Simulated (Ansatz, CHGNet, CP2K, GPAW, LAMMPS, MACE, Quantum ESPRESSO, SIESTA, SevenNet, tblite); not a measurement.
**Quantum ESPRESSO on amorphous 59Ga2O3-41P2O5 (mol %) (64 atoms): settings compared**

How far do other settings of Quantum ESPRESSO move the forces in amorphous 59Ga2O3-41P2O5 (mol %) (64 atoms)? One run of the same program serves as the yardstick.

Calculated with Quantum ESPRESSO 7.5; the method is named at each step.

## (1) Set-up

The cell holds 64 atoms: 13 Ga, 9 P and 42 O. Its edges and angles: a = 9.037 Å, b = 9.037 Å, c = 9.037 Å, α = 90.0°, β = 90.0°, γ = 90.0°. 64 atoms (13 Fe, 9 P, 42 O) placed at random at 3.33 g/cm³, melted at 5000 K for 10 ps at fixed volume with the Morse and Coulomb pair potential with partial charges (Pedone, Malavasi, Menziani, Cormack and Segre, J. Phys. Chem. B 110, 11780 (2006)). Quenched from 5000 K to 300 K at 100 K/ps and fixed volume, held 10 ps at zero pressure, then minimised at fixed cell. Then Fe was replaced by Ga and the cell scaled by 1.005 (the potential has no terms for the new elements, so the cell is a start for a DFT relaxation).

The yardstick, on the same geometry:

* method: Kohn-Sham DFT, PBE, SSSP efficiency 1.3.0 pseudopotentials, plane waves (Quantum ESPRESSO 7.5); sssp-pbe-1.3.0-efficiency, cutoffs 60/480 Ry, Γ point
* r.m.s. force component: 1.059 eV/Å
* longest force: 3.454 eV/Å
* pressure: -0.4717 GPa
* gap (highest filled to lowest empty level): 1.376 eV
* time: 4.8 min on 2 MPI ranks of Arm Neoverse V2, shared host
* CPU time: 9.7 min

## (2) PBE, sg15-1.2, 60/240 Ry

Method: Kohn-Sham DFT, PBE, SG15 1.2 norm-conserving pseudopotentials, plane waves.

The input, pw.in:

```
&control
  calculation = 'scf'
  pseudo_dir = './pseudo'
  outdir = './tmp'
  disk_io = 'none'
  tprnfor = .true.
  tstress = .true.
/
&system
  ibrav = 0
  nat = 64
  ntyp = 3
  ecutwfc = 60
  ecutrho = 240
  nosym = .true.
  occupations = 'smearing'
  smearing = 'fd'
  degauss = 0.003675
/
&electrons
  conv_thr = 3.2e-07
  electron_maxstep = 100
  mixing_beta = 0.4
  mixing_mode = 'plain'
  diagonalization = 'david'
/
ATOMIC_SPECIES
Ga 69.723 Ga.upf
P 30.974 P.upf
O 15.999 O.upf
CELL_PARAMETERS angstrom
9.03743 0.00000 0.00000
0.00000 9.03743 0.00000
0.00000 0.00000 9.03743
ATOMIC_POSITIONS crystal
Ga 0.15995 0.73606 0.69462
Ga 0.32722 0.03062 0.24080
Ga 0.06815 0.17100 0.51446
Ga 0.56524 0.66918 0.59189
Ga 0.55656 0.20977 0.83225
Ga 0.04251 0.46416 0.95458
Ga 0.49008 0.81688 0.89451
Ga 0.91674 0.97528 0.25890
Ga 0.18416 0.42897 0.34113
Ga 0.24008 0.08780 0.85307
Ga 0.53602 0.29208 0.43311
Ga 0.42716 0.98800 0.56978
Ga 0.67554 0.51986 0.96659
P 0.84665 0.34840 0.23389
P 0.60448 0.77884 0.23714
P 0.83998 0.92053 0.61716
P 0.17912 0.77978 0.01301
P 0.17952 0.74862 0.36811
P 0.36580 0.33866 0.10004
P 0.87740 0.07874 0.92378
P 0.29997 0.41471 0.67663
P 0.81820 0.43519 0.67178
O 0.20889 0.39281 0.06673
O 0.69852 0.35562 0.31273
O 0.84672 0.41624 0.07651
O 0.22891 0.63807 0.25163
O 0.49761 0.39403 0.01195
O 0.38482 0.36756 0.26710
O 0.53407 0.71210 0.37540
O 0.90427 0.02435 0.49956
O 0.88202 0.18405 0.22157
O 0.45065 0.01382 0.83911
O 0.69619 0.37996 0.77848
O 0.16240 0.87381 0.86769
O 0.32855 0.70848 0.97599
O 0.85014 0.00983 0.76664
O 0.65303 0.65690 0.13014
O 0.97859 0.42201 0.31011
O 0.62247 0.67268 0.82636
O 0.72689 0.14794 0.95282
O 0.19816 0.90228 0.12557
O 0.92362 0.50187 0.78512
O 0.43934 0.47104 0.60069
O 0.01610 0.17726 0.90287
O 0.38898 0.78672 0.67018
O 0.28079 0.87673 0.40646
O 0.16129 0.16130 0.32427
O 0.73298 0.87503 0.28388
O 0.20754 0.06039 0.63834
O 0.67832 0.87650 0.60078
O 0.50219 0.87675 0.14204
O 0.91040 0.95812 0.03431
O 0.90266 0.30868 0.59878
O 0.54904 0.18225 0.61982
O 0.32948 0.29100 0.78932
O 0.74396 0.54074 0.56631
[... 4 atom lines left out ...]
O 0.47022 0.09657 0.37452
O 0.95459 0.79919 0.64260
O 0.21445 0.52845 0.76521
O 0.35480 0.17197 0.07012
K_POINTS gamma
```

Started as:

```sh
$ OMP_NUM_THREADS=1 mpirun -np 2 pw.x -in pw.in > output.txt
```

Output:

```text
Program PWSCF
     gamma-point specific algorithms are used
     Parallelization info
     sticks:   dense  smooth     PW     G-vecs:    dense   smooth      PW
     Min        2790    2790    694               156515   156515   19562
     Max        2791    2791    695               156518   156518   19565
     Sum        5581    5581   1389               313033   313033   39127
     bravais-lattice index     =            0
     lattice parameter (alat)  =      17.0783  a.u.
     unit-cell volume          =    4981.1709 (a.u.)^3
     number of atoms/cell      =           64
     number of atomic types    =            3
     number of electrons       =       466.00
     number of Kohn-Sham states=          280
     kinetic-energy cutoff     =      60.0000  Ry
     charge density cutoff     =     240.0000  Ry
     scf convergence threshold =      3.2E-07
     mixing beta               =       0.4000
     number of iterations used =            8  plain     mixing
     Exchange-correlation= PBE
                           (   1   4   3   4   0   0   0)
     crystal axes: (cart. coord. in units of alat)
               a(1) = (   1.000000   0.000000   0.000000 )
               a(2) = (   0.000000   1.000000   0.000000 )
               a(3) = (   0.000000   0.000000   1.000000 )
     reciprocal axes: (cart. coord. in units 2 pi/alat)
               b(1) = (  1.000000  0.000000  0.000000 )
               b(2) = (  0.000000  1.000000  0.000000 )
               b(3) = (  0.000000  0.000000  1.000000 )
     PseudoPot. # 1 for Ga:
     Pseudo is Norm-conserving, Zval = 13.0
     PseudoPot. # 2 for P :
     Pseudo is Norm-conserving, Zval =  5.0
     PseudoPot. # 3 for O :
     Pseudo is Norm-conserving, Zval =  6.0
     atomic species   valence    mass     pseudopotential
     Ga               13.00    69.72300     Ga( 1.00)
     P                 5.00    30.97400     P ( 1.00)
     O                 6.00    15.99900     O ( 1.00)
     No symmetry found
   Cartesian axes
     number of k points=     1  Fermi-Dirac smearing, width (Ry)=  0.0037
                       cart. coord. in units 2pi/alat
        k(    1) = (   0.0000000   0.0000000   0.0000000), wk =   2.0000000
     Dense  grid:   156517 G-vectors     FFT dimensions: (  90,  90,  90)
     Initial potential from superposition of free atoms
     starting charge     464.7723, renormalised to     466.0000
     negative rho (up, down):  1.705E-05 0.000E+00
     Starting wfcs are random
     Self-consistent Calculation
     iteration #  1     ecut=    60.00 Ry     beta= 0.40
     negative rho (up, down):  7.564E-06 0.000E+00
     total energy              =   -3166.09284649 Ry
     estimated scf accuracy    <      13.92448418 Ry
     iteration #  2     ecut=    60.00 Ry     beta= 0.40
     negative rho (up, down):  2.887E-06 0.000E+00
     total energy              =   -3168.83104824 Ry
     estimated scf accuracy    <       0.61666878 Ry
     iteration #  3     ecut=    60.00 Ry     beta= 0.40
     negative rho (up, down):  1.595E-06 0.000E+00
     total energy              =   -3168.89288405 Ry
     estimated scf accuracy    <       0.20344127 Ry
     iteration #  4     ecut=    60.00 Ry     beta= 0.40
     total energy              =   -3168.90577771 Ry
     estimated scf accuracy    <       0.06512609 Ry
     iteration #  5     ecut=    60.00 Ry     beta= 0.40
     total energy              =   -3168.91005686 Ry
     estimated scf accuracy    <       0.00521467 Ry
     iteration #  6     ecut=    60.00 Ry     beta= 0.40
     total energy              =   -3168.91036570 Ry
     estimated scf accuracy    <       0.00105099 Ry
     iteration #  7     ecut=    60.00 Ry     beta= 0.40
     total energy              =   -3168.91062500 Ry
     estimated scf accuracy    <       0.00011248 Ry
     iteration #  8     ecut=    60.00 Ry     beta= 0.40
     total energy              =   -3168.91062938 Ry
     estimated scf accuracy    <       0.00004105 Ry
     iteration #  9     ecut=    60.00 Ry     beta= 0.40
     total energy              =   -3168.91063815 Ry
     estimated scf accuracy    <       0.00000404 Ry
     iteration # 10     ecut=    60.00 Ry     beta= 0.40
     total energy              =   -3168.91063829 Ry
     estimated scf accuracy    <       0.00000191 Ry
     iteration # 11     ecut=    60.00 Ry     beta= 0.40
     End of self-consistent calculation
          k = 0.0000 0.0000 0.0000 ( 19564 PWs)   bands (ev):
   -15.9153 -15.6385 -15.3766 -15.1689 -15.0200 -14.7898 -14.6776 -14.1308
   -13.7344 -13.6565 -13.4033 -13.2892 -13.0958 -13.0206 -12.9634 -12.9580
   -12.8839 -12.7534 -12.6305 -12.5112 -12.4971 -12.4191 -12.3060 -12.2723
   -12.1044 -11.9730 -11.8995 -11.8422 -11.7942 -11.7549 -11.6671 -11.6277
   -11.6171 -11.4010 -11.2888 -11.2009 -11.1286 -10.9819 -10.9138 -10.6190
   -10.5065  -9.8873  -8.6257  -8.5925  -8.5768  -8.5504  -8.5377  -8.2581
    -8.2198  -8.1927  -8.1602  -8.1273  -8.0778  -8.0675  -8.0527  -8.0489
    -8.0222  -8.0177  -8.0127  -8.0036  -7.9955  -7.9832  -7.9754  -7.9720
    -7.9658  -7.9402  -7.9270  -7.9191  -7.9016  -7.8955  -7.8749  -7.8451
    -7.8307  -7.8111  -7.7841  -7.7673  -7.6353  -7.5686  -7.5198  -7.5123
    -7.4936  -7.4717  -7.4461  -7.4379  -7.3981  -7.3654  -7.3494  -7.3292
    -7.3025  -7.2926  -7.2858  -7.2811  -7.2695  -7.2543  -7.2506  -7.2447
[...]
10.4957  10.6149  10.7517  10.9034  11.1426  11.6963  12.6219  12.8202
    12.8911  13.1731  13.2936  13.4490  13.6325  13.6529  13.7688  13.8282
    14.0020  14.0858  14.2070  14.2908  14.3799  14.4275  14.5601  14.7439
    14.8047  14.8422  14.8863  14.9212  14.9900  15.0855  15.1456  15.2243
    15.2585  15.3371  15.4040  15.5492  15.5899  15.7059  15.7434  15.8188
     the Fermi energy is     7.1774 ev
!    total energy              =   -3168.91063848 Ry
     estimated scf accuracy    <       0.00000020 Ry
     smearing contrib. (-TS)   =      -0.00000022 Ry
     internal energy E=F+TS    =   -3168.91063827 Ry
     The total energy is F=E-TS. E is the sum of the following terms:
     one-electron contribution =   -1626.46965894 Ry
     hartree contribution      =    1127.83868708 Ry
     xc contribution           =    -565.87336337 Ry
     ewald contribution        =   -2104.40630304 Ry
     convergence has been achieved in  11 iterations
     Forces acting on atoms (cartesian axes, Ry/au):
     atom    1 type  1   force =     0.00986173    0.01943710   -0.03532294
     atom    2 type  1   force =    -0.01387228   -0.01771389    0.02509620
     atom    3 type  1   force =     0.02997059   -0.02326074    0.01684334
     atom    4 type  1   force =     0.01589952    0.01224464    0.00760517
     atom    5 type  1   force =     0.04022565   -0.02157472   -0.05094736
     atom    6 type  1   force =    -0.00575172    0.00327342   -0.01183715
     atom    7 type  1   force =    -0.02304295   -0.02600815    0.02847778
     atom    8 type  1   force =    -0.03352385   -0.01582709   -0.01994161
     atom    9 type  1   force =    -0.01234273    0.01104877   -0.02157140
     atom   10 type  1   force =    -0.03303267   -0.01398242   -0.06078222
     atom   11 type  1   force =     0.01670287   -0.06320029    0.00797189
     atom   12 type  1   force =    -0.03090300    0.04068701   -0.00038576
[...]
atom   60 type  3   force =    -0.04187207   -0.00645051   -0.06455096
     atom   61 type  3   force =     0.00440964   -0.00734331    0.02730539
     atom   62 type  3   force =     0.00457788   -0.04294465    0.00187137
     atom   63 type  3   force =    -0.04011698    0.06269608    0.03140237
     atom   64 type  3   force =    -0.00167318   -0.06884620   -0.00955418
     Total force =     0.518179     Total SCF correction =     0.001044
     Computing stress (Cartesian axis) and pressure
          total   stress  (Ry/bohr**3)                   (kbar)     P=     -174.38
  -0.00133057   0.00004143   0.00006932         -195.73        6.09       10.20
   0.00004143  -0.00116068   0.00008454            6.09     -170.74       12.44
   0.00006932   0.00008454  -0.00106490           10.20       12.44     -156.65
     Message from routine punch:
     Nothing written, as per user request (disk_io='none')
```

It took 97 s on 2 MPI ranks of Arm Neoverse V2, shared host; peak memory 0.82 GiB.

Banners, paths, timers and routine set-up lines are dropped from the logs unmarked, and long logs keep their key lines alone; longer cuts are marked.

Compared with the plane-wave run:

```
r.m.s. force component                           : 0.9615 eV/Å
r.m.s. difference of force components            : 134.4 meV/Å
longest difference of force vectors              : 387.9 meV/Å
force difference over r.m.s. force               : 12.69 %
slope of forces against the reference's          : 0.9041
correlation of force components                  : 0.9958
gap (highest filled to lowest empty level) : 1.401 eV
gap difference                                   : 0.025 eV
pressure                                         : -17.44 GPa
pressure difference                              : -16.97 GPa
```

This is a coarse setting, run to see what it loses.

Length of the force difference by element (eV/Å):

| element | atoms | mean | most |
| --- | --- | --- | --- |
| Ga | 13 | 0.093 | 0.13 |
| O | 42 | 0.26 | 0.39 |
| P | 9 | 0.046 | 0.085 |

Levels nearest the highest filled one (eV from it): -0.92, -0.89, -0.79, -0.76, -0.72, -0.70, -0.63, -0.55, -0.46, -0.35, -0.05, 0.00, 1.40, 2.75, 3.14, 3.18, 3.43, 3.58, 3.69, 4.03, 4.15, 4.28, 4.43, 4.67.

Local excerpt of 13 atoms (numbers count through the whole input) about P20, one of the 9 P atoms; x, y, z are measured from there.

| atom | x | y | z | distance (Å) | bonds | Fx | Fy | Fz (eV/Å) |
| --- | --- | --- | --- | --- | --- | --- | --- | --- |
| P20 | 0.00 | 0.00 | 0.00 | 0.00 | 4 | 0.00 | -0.54 | 0.12 |
| O52 | 0.30 | -1.09 | 1.00 | 1.51 | 2 | 0.00 | -0.67 | 1.02 |
| O40 | -1.36 | 0.63 | 0.26 | 1.52 | 2 | -1.18 | 0.92 | 0.23 |
| O44 | 1.25 | 0.89 | -0.19 | 1.55 | 2 | 1.35 | 1.03 | -0.03 |
| O36 | -0.25 | -0.62 | -1.42 | 1.57 | 2 | -0.28 | 0.16 | -0.44 |
| O31 | 0.04 | 0.95 | 2.69 | 2.85 | 2 | 0.06 | -0.95 | -0.20 |
| P16 | -0.34 | -1.43 | -2.77 | 3.14 | 4 | 1.71 | -1.12 | 1.54 |
| Ga8 | 0.36 | -0.94 | 3.03 | 3.19 | 5 | -0.86 | -0.41 | -0.51 |
| O34 | 2.58 | -1.85 | -0.51 | 3.21 | 3 | -1.17 | 0.89 | -2.14 |
| Ga5 | -2.90 | 1.18 | -0.83 | 3.24 | 6 | 1.03 | -0.55 | -1.31 |
| Ga10 | 3.28 | 0.08 | -0.64 | 3.34 | 6 | -0.85 | -0.36 | -1.56 |
| O25 | -0.28 | 3.05 | 1.38 | 3.36 | 3 | -0.32 | 1.46 | -2.29 |
| O33 | -1.64 | 2.72 | -1.31 | 3.44 | 3 | -2.11 | -0.37 | 2.39 |

Forces lie 13 % from the reference's, at 0.33 times its CPU time.

The difference per atom is largest on O (0.26 eV/Å on average, against 0.093 on Ga).

## (3) Outcome

```json
{"force difference from the reference": "QE PBE, sg15-1.2, 60/240 Ry (coarse), 13 %", "its CPU time": "3.2 min"}
```

In words: Runs with settings chosen to be coarse differ by 13 % (QE PBE, sg15-1.2, 60/240 Ry), their programs' other errors included. One electronic-structure run takes under half the reference's CPU time: QE PBE, sg15-1.2, 60/240 Ry, at 13 % in 3.2 min against 9.7 min; its pressure misses by -17.0 GPa. At the same functional, the gap of QE PBE, sg15-1.2, 60/240 Ry lies 0.03 eV above the reference's 1.38 eV. In pressure, QE PBE, sg15-1.2, 60/240 Ry misses by -17.0 GPa, at the same functional; a cutoff this low leaves a large Pulay stress. The reference's pressure holds the uncorrected Pulay stress of its 60 Ry basis, so small pressure differences, and their order, may be the reference's own error. In our tests on small cells the SSSP efficiency potentials stood apart from two norm-conserving sets, for C–F bonds most and for P–O bonds less, so differences between them and other runs here needn't be the other run's error. The quench rate of 100 K/ps is many orders above laboratory rates, so the cell is likely richer in defects and strain than a real sample. The network of bonds at the start is that of the classical potential that made the cell, and needn't be the one that DFT or experiment would give. The reference's stress is far from hydrostatic: its diagonal is -2.5, -0.2, 1.3 GPa, compression counted positive. The electronic-structure runs sample only Γ, in a cell whose shortest periodic width is 9 Å.

[Also dropped from logs without a mark: logging warnings of Python, and SIESTA's first energy breakdown and zero terms.]

[Logs are printed without paths, hosts, clocks, repeated set-up lines and the standing remarks that a program may print on its own settings, such as how far it seeks lower states.]

[Hosts, paths, dates, database ids (printed as entryN), source tags and the programs' standing remarks are cut or masked in the printed files.]
